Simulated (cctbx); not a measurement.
# Occupancies in K2BaV7

Cell a = 4.8300 Å, b = 11.2820 Å, c = 18.9890 Å, α = 90.00°, β = 90.00°, γ = 90.00°; space group Cmcm (no. 63); nominal formula K2BaV7.

The data are simulated with cctbx, not measured: Mo Kα, λ = 0.71073 Å, to d = 0.75 Å, 50 % of the full sphere, strongest reflection 70000 counts, noise from counting, a 4 % proportional error and a noise floor of 2 counts (s.d.); no absorption.

With every site full:

```text
Rint 0.034, 719 unique reflections to 0.75 A
cycle     R1     wR2    GooF  max shift (A)
   1  0.1228  0.3826  10.489   0.00376
   2  0.0238  0.0624   1.710   0.00008
final R1 0.0238 wR2 0.0624 GooF 1.710  parameters 32  data/parameter 22.5
atom        x        y        z      Ueq    occ   su(xyz)  su(Uiso or U11)
Ba1    0.00000  0.34533  0.75000   0.0154  1.000  0.00003  0.0002
V1     0.50000  0.13986  0.67448   0.0240  1.000  0.00007  0.0004
V2     0.00000  0.04770  0.75000   0.0233  1.000  0.00010  0.0005
V3     0.00000  0.46292  0.56853   0.0307  1.000  0.00008  0.0004
V4     0.50000  0.38046  0.63088   0.0310  1.000  0.00009  0.0004
K2     0.00000  0.16255  0.55260   0.0251  1.000  0.00009  0.0005
difference map: max 1.56 min -0.90 rms 0.16
Q1    0.0000  0.1632  0.5379    8    1.59  0.28 A from K2
Q2    0.0000  0.3371  0.7500    4    1.02  0.09 A from Ba1
Q3    0.0000  0.3432  0.1660    8    0.75  0.25 A from V1
Q4    0.0000  0.0327  0.7500    4    0.57  0.17 A from V2
Q5    0.0000  0.4882  0.5597    8    0.50  0.33 A from V3
Q6    0.0000  0.5000  0.0000    4    0.46  1.37 A from V3
```

With the occupancies of the suspect sites free, each still typed as its main element:

```text
Rint 0.034, 719 unique reflections to 0.75 A
cycle     R1     wR2    GooF  max shift (A)
   1  0.1610  0.4178  11.471   0.00017
  20  0.0156  0.0371   1.020   0.00003
final R1 0.0155 wR2 0.0369 GooF 1.014  parameters 34  data/parameter 21.1
atom        x        y        z      Ueq    occ   su(xyz)  su(Uiso or U11)
Ba1    0.00000  0.34530  0.75000   0.0159  1.000  0.00002  0.0001
V1     0.50000  0.13996  0.67441   0.0245  1.000  0.00004  0.0002
V2     0.00000  0.04761  0.75000   0.0236  1.000  0.00006  0.0003
V3     0.00000  0.46295  0.56852   0.0312  1.000  0.00005  0.0003
V4     0.50000  0.38046  0.63088   0.0283  0.940  0.00005  0.0003
K2     0.00000  0.16259  0.55254   0.0285  1.064  0.00005  0.0003
su of occupancy V4: 0.003
su of occupancy K2: 0.004
difference map: max 0.45 min -0.44 rms 0.11
Q1    0.0821  0.1424  0.5478   16    0.46  0.47 A from K2
Q2    0.0000  0.1875  0.5731    8    0.45  0.48 A from K2
Q3    0.0000  0.5000  0.0000    4    0.42  1.37 A from V3
Q4    0.0000  0.1329  0.2147    8    0.36  1.60 A from V4
Q5    0.0000  0.1210  0.2500    4    0.35  1.90 A from V2
Q6    0.0000  0.2925  0.2500    4    0.35  1.63 A from V1
```

**Question.** What is the disorder?

X-rays count electrons. V4 refines to 0.940(0.003), or 21.6 electrons; the site truly holds 0.7 V and 0.3 K, 21.8 electrons, which is 0.948 of V; K2 refines to 1.064(0.004), or 20.2 electrons; the site truly holds 0.7 K and 0.3 V, 20.2 electrons, which is 1.063 of K. A value under 1 can't tell vacancies from a lighter guest, and one over 1 needs a heavier guest; chemistry or a second radiation must settle which. Occupancy correlates with U and the scale, and the two elements' form factors differ in shape, so the match is approximate.

Freeing them takes R1 from 0.0238 to 0.0155 and GooF from 1.71 to 1.01.

The model is made up (kin elements in a known structure type, no relaxation), so it says nothing on whether the phase exists.

[Middle refinement cycles are left out of these outputs.]

[Logs are printed without paths, hosts, clocks, repeated set-up lines and the standing remarks that a program may print on its own settings, such as how far it seeks lower states.]
